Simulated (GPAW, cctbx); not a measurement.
# By hand: from a DFT structure factor to an extinction distance in TiBi3C

TiBi3C, Pm-3m (no. 221), a = 4.9053 Å, b = 4.9053 Å, c = 4.9053 Å, α = 90.00°, β = 90.00°, γ = 90.00°.

```
atom  mult.    x    y    z
 Bi1      3  1/2    0  1/2
 Ti1      1    0    0    0
  C1      1  1/2  1/2  1/2
```

The cell comes from substitution in a known structure type and wasn't matched to any measured phase.

A DFT run (GPAW, PBE, 550 eV, 5×5×5 k-points, Fermi–Dirac width 0.1 eV) gives the static X-ray structure factor of 011 as 52.306 e for the conventional cell; superposed free atoms give 52.597 e. **Problem.** Find the Fourier component V of the crystal potential and the two-beam extinction distance at 300 kV in both cases.

## Step 1: Geometry

The cell volume is Ω = 118.03 Å³ and d(011) = 3.4686 Å, so g = 1/d = 0.2883 Å⁻¹.

## Step 2: The nuclei

Electrons feel nuclei as well as electrons, so the nuclear charges are summed with the same phases.

Phase sums Σ exp(2πi h·x), turned so that the total is real and positive: Bi +1.000, Ti -1.000, C -1.000. Then F_Z = 83 × (+1.000) + 22 × (-1.000) + 6 × (-1.000) = 55.00 e. The electron term has the same sign for this reflection.

## Step 3: Mott–Bethe

Poisson's equation, term by term, gives V = (e/4πε₀)(F_Z − F)/(πΩg²), with e/4πε₀ = 14.3996 V Å.

The prefactor is 14.3996 × 3.4686²/(π × 118.03) = 0.46722 V per electron. Free atoms: (55.00 − 52.597) × 0.46722 = 1.123 V. Crystal: (55.00 − 52.306) × 0.46722 = 1.259 V. F changes by -0.55 % and V by +12.1 %: the same 0.29 e is measured against F_Z − F = 2.4 e in place of F = 52.6 e.

## Step 4: Extinction distance

In the two-beam case ξ = 1/(λU) with U = 2γm₀eV/h², that is ξ = 150.41 V Å²/(γλV).

At 300 kV, λ = 0.01969 Å and γ = 1.5871. Free atoms: ξ = 4288 Å. Crystal: ξ = 3824 Å. The thickness fringes go as sin²(πt/ξ), so the two patterns slip by a quarter of a period when t|1/ξ₁ − 1/ξ₀| = 1/4, at t ≈ 885 nm, thicker than usual samples. Thermal motion, absorption and many-beam coupling, left out here, change a real pattern.

## Step 5: Answer

V(011) is 1.26 V against 1.12 V, and ξ is 3824 against 4288 Å. Limits: static atoms, two beams.

[Outputs are excerpts: Python notices, other lines and further rows are left out; steps that failed or that the build refused (PBEsol, TPSS) are not shown.]

[Logs are printed without paths, hosts, clocks, repeated set-up lines and the standing remarks that a program may print on its own settings, such as how far it seeks lower states.]
